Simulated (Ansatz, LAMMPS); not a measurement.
# A frame of glassy nearly rigid 62ZrO2-38SiO2 (mol %) from 1800 K, run at 900 K (78 atoms): a short ab initio trajectory

How do the atoms of a frame of glassy nearly rigid 62ZrO2-38SiO2 (mol %) from 1800 K, run at 900 K (78 atoms) move, and what local order do they keep?

Program: Ansatz 0.2.0. Level of theory: Kohn-Sham DFT, PBEsol, PAW (set soft_2), plane waves. Results are calculated unless marked as measured.

## Step 1: The structure

The cell holds 78 atoms: 16 Zr, 10 Si and 52 O. Its edges and angles: a = 10.279 Å, b = 10.279 Å, c = 10.279 Å, α = 90.0°, β = 90.0°, γ = 90.0°. 78 atoms (16 Zr, 10 Si, 52 O) placed at random at 3.93 g/cm³, melted at 4000 K for 10 ps at fixed volume with the Morse and Coulomb pair potential with partial charges (Pedone, Malavasi, Menziani, Cormack and Segre, J. Phys. Chem. B 110, 11780 (2006)). Snapshot at the end of a hold of 10 ps at 1800 K and fixed volume.

What the set-up can't give: The starting topology of bonds comes from the classical model. The cell was made at 1800 K but the dynamics is set to 900 K: the trajectory isn't one at 1800 K. Only the Γ point is sampled, in a cell whose shortest periodic width is 10 Å.

## Step 2: Dynamics at 900 K

A Nosé–Hoover thermostat steers the temperature while disturbing the dynamics little. The time step is 1.0 fs.

File input.yaml:

```yaml
crystal:
  lattice:
    - [10.2791, 0.0, 0.0]
    - [0.0, 10.2791, 0.0]
    - [0.0, 0.0, 10.2791]
  atoms:
    - { symbol: Zr, position: [0.78353, 0.52437, 0.81313] }
    - { symbol: Zr, position: [0.92435, 0.21737, 0.15869] }
    - { symbol: Zr, position: [0.40088, 0.61254, 0.30238] }
    - { symbol: Zr, position: [0.51951, 0.52414, 0.00381] }
    [... 68 atom lines left out ...]
    - { symbol: O, position: [0.49957, 0.56898, 0.48308] }
    - { symbol: O, position: [0.05905, 0.32483, 0.29944] }
    - { symbol: O, position: [0.95867, 0.66897, 0.16436] }
    - { symbol: O, position: [0.27275, 0.85242, 0.19257] }
    - { symbol: O, position: [0.57566, 0.27154, 0.45851] }
    - { symbol: O, position: [0.10997, 0.05602, 0.89419] }
kpoints:
  mp_grid: { grid: [1, 1, 1] }
hamiltonian:
  xc: pbesol
scf:
  occupations: { method: fermi_dirac, width: 0.025 }
output:
  forces: true
md:
  timestep: 1.0
  n_steps: 255
  ensemble: nvt_nose_hoover
  temperature: 900
  initial_velocities: maxwell_boltzmann
  seed: 8771
```

On the command line:

```
ansatz run input.yaml --threads 4 --pin off --max-ram 8192MiB --backend cpu --events-out ev --progress --plain --runs-dir out
```

Elapsed: 36 min, on 4 threads of Arm Neoverse V2, shared host; peak memory 1.5 GiB.

The program notes that it switched symmetry off.

The trajectory, sampled:

| time (fs) | T (K) | potential (meV/atom) | conserved (meV/atom) |
| --- | --- | --- | --- |
| 0.0 | 900 | 0.0 | 0.00 |
| 17.0 | 1249 | -45.9 | -0.10 |
| 34.0 | 1373 | -67.2 | -0.16 |
| 51.0 | 1383 | -78.6 | -0.16 |
| 68.0 | 1181 | -65.7 | -0.20 |
| 85.0 | 1165 | -72.0 | -0.20 |
| 102.0 | 1213 | -85.0 | -0.20 |
| 119.0 | 1156 | -84.4 | -0.20 |
| 136.0 | 1058 | -78.6 | -0.17 |
| 153.0 | 1081 | -88.7 | -0.18 |
| 170.0 | 1003 | -85.9 | -0.21 |
| 187.0 | 905 | -79.6 | -0.21 |
| 204.0 | 1016 | -99.5 | -0.21 |
| 221.0 | 922 | -93.5 | -0.18 |
| 238.0 | 1041 | -114.7 | -0.23 |
| 255.0 | 821 | -92.7 | -0.22 |

Mean square displacement from the first frame to the last: Zr 0.20 Å², Si 0.11 Å², O 0.23 Å².

The mean square displacement by time lag:

```
time lag (fs)   O (Å²)  Si (Å²)  Zr (Å²)
          1.0   1.7e-4   1.1e-4   3.1e-5
          6.0  0.00598  0.00385  0.00111
         11.0   0.0188   0.0118  0.00369
         16.0   0.0358   0.0217  0.00767
         22.0   0.0579   0.0332   0.0141
         27.0   0.0756   0.0411   0.0205
         32.0   0.0923   0.0473   0.0277
         38.0    0.111   0.0533   0.0372
         43.0    0.126   0.0578   0.0455
         48.0    0.139   0.0622   0.0540
         53.0    0.151   0.0665   0.0625
         59.0    0.162   0.0714   0.0725
         64.0    0.168   0.0753   0.0806
         69.0    0.174   0.0795   0.0883
         75.0    0.180   0.0853   0.0969
         80.0    0.186   0.0911    0.103
         85.0    0.192   0.0973    0.109
         90.0    0.198    0.103    0.115
         96.0    0.203    0.110    0.121
        101.0    0.206    0.114    0.125
        106.0    0.208    0.117    0.129
        112.0    0.209    0.120    0.133
        117.0    0.209    0.122    0.136
        122.0    0.208    0.123    0.139
        128.0    0.206    0.125    0.143
```

Over the second half of 255 fs the temperature averages 1025 K with swings of 75 K r.m.s. The conserved energy stays within 0.32 meV/atom. From first frame to last O has the largest mean square displacement, 0.23 Å² at the end; the farthest move is 1.01 Å. The count of bonds goes from 131 in the first frame to 129 in the last, by one set of cutoffs: 4 pairs passed out of them and 2 came within. The run spans 0.26 ps, too short for its means to be equilibrium values.

## Step 3: Local order late in the run

The g(r) is a mean over the second half; what follows it is taken at the last frame.

Density 3.93 g/cm³, 13.92 Å³ an atom.

Mean of 14 frames. Pair distribution functions g(r), in bins of 0.2 Å:

```csv
r (Å),total,O-O,O-Zr,O-Si,Zr-Zr,Zr-Si,Si-Si
1.50,0.49,0.00,0.00,2.88,0.00,0.00,0.00
1.70,1.53,0.00,0.01,8.95,0.00,0.00,0.00
1.90,0.79,0.00,2.73,0.28,0.00,0.00,0.00
2.10,1.35,0.00,4.95,0.00,0.00,0.00,0.00
2.30,0.58,0.12,1.92,0.00,0.00,0.00,0.00
2.50,0.73,1.29,0.56,0.05,0.00,0.00,0.00
2.70,1.25,2.62,0.24,0.14,0.00,0.00,0.00
2.90,0.95,1.89,0.21,0.14,0.18,0.25,0.79
3.10,0.81,1.30,0.25,0.26,0.71,0.43,3.88
3.30,0.92,1.05,0.41,0.59,1.98,2.26,2.31
3.50,1.03,0.89,0.66,0.95,2.70,3.35,0.10
3.70,1.02,0.83,0.90,1.43,1.55,1.84,0.14
3.90,0.99,0.70,1.02,1.58,1.96,0.56,0.81
4.10,1.04,0.77,1.08,1.74,1.58,0.43,0.69
4.30,1.08,0.85,1.33,1.51,0.90,0.76,0.62
4.50,1.09,0.77,1.71,1.18,0.49,0.84,1.12
4.70,1.00,0.77,1.48,0.81,0.67,1.13,1.78
4.90,1.06,1.06,1.22,0.79,0.68,1.28,0.85
```

Bonds by pair of elements; cutoffs follow the first minimum of g(r), held within bounds set by covalent radii, and pairs that aren't listed don't count as bonded:

```
pair A-B  cutoff (Å)  bonds  mean length (Å)  spread (Å)  shortest (Å)  B about A  A about B
    O-Zr        2.83     89             2.15       0.201          1.84       1.71       5.56
    O-Si        2.16     40             1.66       0.063          1.54      0.769          4
```

How many atoms have how many bonded neighbours:

| element | mean | 2 | 3 | 4 | 5 | 6 |
| --- | --- | --- | --- | --- | --- | --- |
| O | 2.48 | 28 | 23 | 1 | 0 | 0 |
| Si | 4 | 0 | 0 | 10 | 0 | 0 |
| Zr | 5.56 | 0 | 0 | 1 | 5 | 10 |

Bond angles, per cent of each kind in bins of 5°:

```
angle (°)  O-Zr-O  O-Si-O  Zr-O-Zr  Si-O-Zr
    60–65     1.9     0.0      0.0      0.0
    65–70     2.9     0.0      0.0      0.0
    70–75     6.3     0.0      0.0      0.0
    75–80     9.7     0.0      0.0      0.0
    80–85    11.2     0.0      1.7      0.0
    85–90    12.1     0.0      3.4      0.0
    90–95     5.3     0.0     10.2      0.0
   95–100     7.3    13.3     16.9      0.0
  100–105     6.3    15.0      6.8      2.8
  105–110     2.9    30.0      6.8      2.8
  110–115     4.9    21.7     11.9     13.9
  115–120     2.9     8.3      3.4      5.6
  120–125     3.9     6.7      5.1      8.3
  125–130     1.5     5.0     10.2     16.7
  130–135     2.4     0.0      6.8      8.3
  135–140     2.4     0.0      1.7     19.4
  140–145     2.4     0.0      0.0      5.6
  145–150     2.4     0.0      3.4      2.8
  150–155     1.9     0.0      1.7      2.8
  155–160     2.4     0.0      5.1      5.6
  160–165     4.4     0.0      3.4      2.8
  165–170     1.9     0.0      0.0      2.8
  170–175     0.5     0.0      1.7      0.0
```

Bond angles (no mean is given where the spread exceeds 20°):

```csv
angle,count,mean (°),spread (°)
O-Zr-O,206,-,-
O-Si-O,60,109,7.7
Zr-O-Zr,59,-,-
Si-O-Zr,36,132,15.6
Si-O-Si,8,144,18
```

Oxygen atoms by the number of network formers (Si, P, Ge, B, Al, As, Ga) bound to them:

```
network formers bound to O  O atoms  per cent
                         0       20      38.5
                         1       24      46.2
                         2        8      15.4
```

Network units: each former by its oxygen neighbours and how many of them bridge to another former:

| former | O neighbours | bridging O | atoms |
| --- | --- | --- | --- |
| Si | 4 | 0 | 1 |
| Si | 4 | 1 | 4 |
| Si | 4 | 2 | 3 |
| Si | 4 | 3 | 2 |

Bond length by coordination (bonds to H left out):

| element | coordination | atoms | mean bond length (Å) |
| --- | --- | --- | --- |
| O | 2 | 28 | 1.84 |
| O | 3 | 23 | 2.11 |
| O | 4 | 1 | 2.30 |
| Zr | 4 | 1 | 2.03 |
| Zr | 5 | 5 | 2.11 |
| Zr | 6 | 10 | 2.18 |

Rings of the network by King's shortest-path rule, up to 12 atoms, one path for each pair of neighbours; H, halogens, alkali and alkaline-earth atoms are left out, and the last column divides by all other atoms, bonded or not:

| ring size (atoms) | rings | per network atom |
| --- | --- | --- |
| 4 | 17 | 0.218 |
| 6 | 29 | 0.372 |
| 8 | 52 | 0.667 |
| 10 | 48 | 0.615 |
| 12 | 19 | 0.244 |

First main peaks of g(r), for some of the pairs, lie near 2.7 Å (O-O), 2.0 Å (O-Zr), 1.6 Å (O-Si), 3.4 Å (Zr-Si) and 3.0 Å (Si-Si). Counting bonds as in the table, 54 % of O atoms have 2, all Si atoms have 4 and 62 % of Zr atoms have 6 bonded neighbours. Counting bonds to Si alone, not to Zr, 15 % of the oxygens join two of these atoms and 46 % one; 38 % join none. The commonest Si unit has 4 oxygens, 1 of them shared with other formers (4 of 10 atoms). Rings of 8 atoms are the most common (32 % of those counted); sizes run from 4 to 12, where the search stops.

## Step 4: Single point at the last frame

The last frame is solved once more, with the analyses that the dynamics left out.

File input.yaml:

```yaml
crystal:
  lattice:
    - [10.2791, 0.0, 0.0]
    - [0.0, 10.2791, 0.0]
    - [0.0, 0.0, 10.2791]
  atoms:
    - { symbol: Zr, position: [0.79097, 0.49287, 0.79804] }
    - { symbol: Zr, position: [0.905, 0.22514, 0.17499] }
    - { symbol: Zr, position: [0.44117, 0.60603, 0.30545] }
    - { symbol: Zr, position: [0.53587, 0.48536, 0.01842] }
    [... 68 atom lines left out ...]
    - { symbol: O, position: [0.5055, 0.57792, 0.50837] }
    - { symbol: O, position: [0.07317, 0.3182, 0.33152] }
    - { symbol: O, position: [0.90522, 0.6559, 0.14778] }
    - { symbol: O, position: [0.28912, 0.87187, 0.18027] }
    - { symbol: O, position: [0.57252, 0.2888, 0.45179] }
    - { symbol: O, position: [0.08807, 0.08432, 0.88788] }
kpoints:
  mp_grid: { grid: [1, 1, 1] }
hamiltonian:
  xc: pbesol
scf:
  occupations: { method: fermi_dirac, width: 0.025 }
output:
  forces: true
  stress: true
  populations: true
  dos:
    method: { smearing: { sigma: 0.08 } }
    de: 0.1
    projected: { site_lists: { O: [O], Si: [Si], Zr: [Zr] } }
  eigenvalues: true
  write_density: true
  write_potential: true
  volumetric_format: npy
  elf: true
```

The job ended after 21 s (4 threads; peak memory 1.4 GiB; 78 s of CPU time).

The run gave:

* free energy: -101531.1977 eV
* free energy per atom: -1301.6820 eV/atom
* SCF cycles: 11
* pressure: -5.447 GPa
* r.m.s. force component: 1.356 eV/Å
* longest force: 5.266 eV/Å
* Fermi energy: 7.42 eV
* gap (highest filled to lowest empty level): 2.408 eV
* spilling of the projection: 0.007442

Neighbours are counted within 2.83 Å (O-Zr), 2.16 Å (O-Si), the cutoffs taken from the dynamics.

Length of the force by element and coordination:

```
element  coordination  atoms  mean length of the force (eV/Å)  spread  least  most
      O           all     52                             1.88   0.950  0.456  4.40
      O             2     28                             1.86    1.12  0.456  4.40
      O             3     23                             1.91   0.716  0.663  3.49
      O             4      1                             1.81       0   1.81  1.81
     Si           all     10                             3.00    1.35   1.09  5.27
     Zr           all     16                             2.26   0.753  0.793  3.50
     Zr             4      1                             3.05       0   3.05  3.05
     Zr             5      5                             2.46   0.853   1.10  3.50
     Zr             6     10                             2.08   0.657  0.793  3.36
```

Löwdin charges by element and coordination (they lack the spilled electrons, 0.052 e an atom on average):

```csv
element,coordination,atoms,mean charge (e),spread,least,most
O,all,52,-0.688,0.0723,-0.828,-0.494
O,2,28,-0.701,0.078,-0.828,-0.494
O,3,23,-0.677,0.0616,-0.777,-0.576
O,4,1,-0.606,0,-0.606,-0.606
Si,all,10,1.64,0.0409,1.57,1.69
Zr,all,16,1.46,0.0517,1.36,1.55
Zr,4,1,1.47,0,1.47,1.47
Zr,5,5,1.47,0.0628,1.36,1.54
Zr,6,10,1.46,0.0474,1.36,1.55
```

Density of states as counts of states in windows of 1 eV (from the Fermi level), total and the larger projections:

```csv
from (eV),to (eV),total,O p,Zr d
-10,-9,6.0,3.9,0.2
-9,-8,5.9,3.9,0.2
-8,-7,12.3,8.5,0.9
-7,-6,32.6,23.5,4.4
-6,-5,53.3,39.9,8.7
-5,-4,58.3,47.3,7.1
-4,-3,65.9,57.4,5.1
-3,-2,50.7,46.5,2.3
-2,-1,25.0,23.5,0.8
-1,1,0.0,0.0,0.0
1,2,11.0,1.3,8.7
2,3,37.6,4.8,29.0
3,4,41.3,6.0,29.2
4,5,33.6,5.9,19.1
```

The curve was stored every 0.100 eV, coarse against its broadening of 0.08 eV, so these counts are rough.

Between -26 and -10 eV lie 106 more states.

The stored curve holds about 416 of the 544 electrons; the rest, give or take the few that broadening carries across the Fermi level, lie in deeper levels below its range.

The levels nearest the highest filled one (over half full), pooled over k-points and spins:

```
level less the highest filled one (eV)  occupation
                                -0.438           2
                                -0.381           2
                                -0.367           2
                                -0.270           2
                                -0.242           2
                                     0           2
                                  2.41           0
                                  2.81           0
                                  2.83           0
                                  3.03           0
                                  3.11           0
                                  3.21           0
```

Mean Löwdin charges: O -0.69, Si +1.64, Zr +1.46 e (they miss 0.74 % of the electrons, so they add up to more than the cell's charge). The largest share in the top eV of filled states is O p (95 % of the projected weight), and in the lowest eV of empty states Zr d (80 % of the projected weight).

## Step 5: Outcome

```
mean temperature, second half                                : 1025 K
temperature swing, second half                               : 74.51 K
slope of the conserved energy against time, by least squares : -0.5146 meV/atom/ps
free energy per atom                                         : -1301.6820 eV/atom
pressure                                                     : -5.447 GPa
r.m.s. force component                                       : 1.356 eV/Å
gap (highest filled to lowest empty level)             : 2.408 eV
wall time of the 2 DFT runs                                  : 36 min
```

Over the second half of 255 fs the temperature averages 1025 K with swings of 75 K r.m.s. The conserved energy stays within 0.32 meV/atom. The count of bonds goes from 131 in the first frame to 129 in the last, by one set of cutoffs: 4 pairs passed out of them and 2 came within. The run spans 0.26 ps, too short for its means to be equilibrium values. Counting bonds as in the table, 54 % of O atoms have 2, all Si atoms have 4 and 62 % of Zr atoms have 6 bonded neighbours. Counting bonds to Si alone, not to Zr, 15 % of the oxygens join two of these atoms and 46 % one; 38 % join none. Between filled and empty levels lie 2.41 eV (at Γ alone); a semilocal functional tends to put such gaps too low. In a disordered cell it changes from sample to sample, and tail or defect levels can set it.

Caveats: The starting topology of bonds comes from the classical model; in DFT 4 of its 131 bonded pairs passed out of the cutoffs and 2 came within them. The pressure of -5.4 GPa is that of one thermal frame at a volume set beforehand, without the kinetic term.

[Logs are printed without paths, hosts, clocks, repeated set-up lines and the standing remarks that a program may print on its own settings, such as how far it seeks lower states.]

[Hosts, paths, dates, database ids (printed as entryN), source tags and the programs' standing remarks are cut or masked in the printed files.]
